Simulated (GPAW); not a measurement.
Consider TiTe2 (P-3m1).

```
Te Ti
1.0
     3.77700    0.00000    0.00000
    -1.88850    3.27098    0.00000
     0.00000    0.00000    6.49800
Te Ti
2 1
Direct
  0.33333 0.66667 0.73720
  0.66667 0.33333 0.26280
  0.00000 0.00000 0.00000
```

Absorber: atom 3, with 6 Te at 2.77 Å (octahedral, site symmetry -3m). Method: GPAW, revPBE, excited-electron core hole (neutral cell), 12-atom cell with 7.5 Å between holes, 4×4×4 k points, dipole transitions, Gaussian full width 0.9 eV up to 4 eV, rising linearly to 3.5 eV at 25 eV.

Where do the maxima of the Ti L₃ edge fall?

Main maxima up to 30 eV above the zero (height): 0.6 eV (6.88), 2.0 eV (4.20) and 7.4 eV (0.63). At an L edge the dipole rule selects empty d (and weakly s) states on the absorber, and the strong line at the onset measures the empty part of its d band. 2p–3d multiplets, which reshape such L edges, aren't in a one-electron spectrum. The total-energy difference is 456.17 eV. Two terms are added: -1.50 eV, since the hole is spin-paired here and a spin-polarised one costs that much less in the free atom (computed apart); −2.13 eV, a third of the tabulated L₂–L₃ splitting, since the scalar-relativistic hole is their mean. The photon energy is then 452.54 eV. The tabulated edge of the element is 453.8 eV. The functional leaves an error of a few eV in such absolute values.

The Ti L₃ spectrum (energy from the lowest empty level; intensity scaled to a mean of 1 over the first 20 eV; polarised curves are means over the symmetry-equivalent atoms):

```
E (eV)  isotropic  ε ⊥ c  ε ∥ c
  -2.0       0.00   0.00   0.00
  -1.4       0.00   0.00   0.00
  -0.8       0.10   0.10   0.11
  -0.2       2.27   2.27   2.26
   0.4       6.65   7.02   5.91
   1.0       5.77   6.28   4.74
   1.6       4.04   3.68   4.76
   2.2       3.96   3.57   4.75
   2.8       1.72   1.63   1.90
   3.4       0.42   0.42   0.43
   4.0       0.06   0.06   0.06
   4.6       0.11   0.11   0.09
   5.2       0.23   0.24   0.20
   5.8       0.36   0.38   0.31
   6.4       0.47   0.50   0.42
   7.0       0.59   0.63   0.52
   7.6       0.63   0.65   0.58
   8.2       0.50   0.50   0.51
   8.8       0.41   0.39   0.43
   9.4       0.39   0.38   0.42
  10.0       0.40   0.40   0.42
  10.6       0.42   0.42   0.42
  11.2       0.43   0.43   0.41
  11.8       0.43   0.44   0.42
  12.4       0.43   0.43   0.43
  13.0       0.42   0.42   0.44
  13.6       0.42   0.41   0.43
  14.2       0.41   0.41   0.41
  14.8       0.40   0.40   0.39
  15.4       0.39   0.40   0.38
  16.0       0.38   0.39   0.37
  16.6       0.37   0.37   0.37
  17.2       0.36   0.36   0.37
  17.8       0.36   0.35   0.38
  18.4       0.35   0.34   0.37
  19.0       0.35   0.34   0.37
  19.6       0.35   0.34   0.37
  20.2       0.35   0.34   0.37
  20.8       0.35   0.34   0.37
  21.4       0.35   0.35   0.36
  22.0       0.35   0.35   0.35
  22.6       0.34   0.34   0.33
  23.2       0.32   0.33   0.32
  23.8       0.32   0.32   0.30
  24.4       0.31   0.32   0.30
  25.0       0.32   0.33   0.30
  25.6       0.33   0.34   0.31
  26.2       0.34   0.35   0.32
  26.8       0.35   0.36   0.33
  27.4       0.36   0.37   0.34
  28.0       0.37   0.38   0.35
  28.6       0.37   0.38   0.36
  29.2       0.37   0.38   0.37
  29.8       0.37   0.37   0.37
  30.4       0.36   0.36   0.37
  31.0       0.35   0.35   0.37
  31.6       0.34   0.34   0.36
```

One-electron theory leaves out the 2p–3d multiplets that shape measured L edges of 3d elements, and the L₂ edge isn't added. The unit cell's mesh shows no gap over 0.35 eV. That is right for a metallic compound; for a small-gap or correlated insulator it would be the fault of the functional or of the assumed magnetic order, and the hole would be screened too well. The mesh is coarse (0.27 Å⁻¹ between points), so small maxima may be mesh ripples. The structure is a published determination, not relaxed.

[Banner, clock and machine lines of the logs are left out without a mark of their own.]

[Logs are printed without paths, hosts, clocks, repeated set-up lines and the standing remarks that a program may print on its own settings, such as how far it seeks lower states.]

[Hosts, paths, dates, database ids (printed as entryN), source tags and the programs' standing remarks are cut or masked in the printed files.]

[Lists of maxima count a maximum above −3 eV only where it reaches 4 % of the highest in the window and stands out from its surroundings by 2 % of it (1.5 % where it reaches 55 %); shoulders and weaker maxima are passed over, and of the rest the first, up to two pre-edge ones and the few strongest are named.]
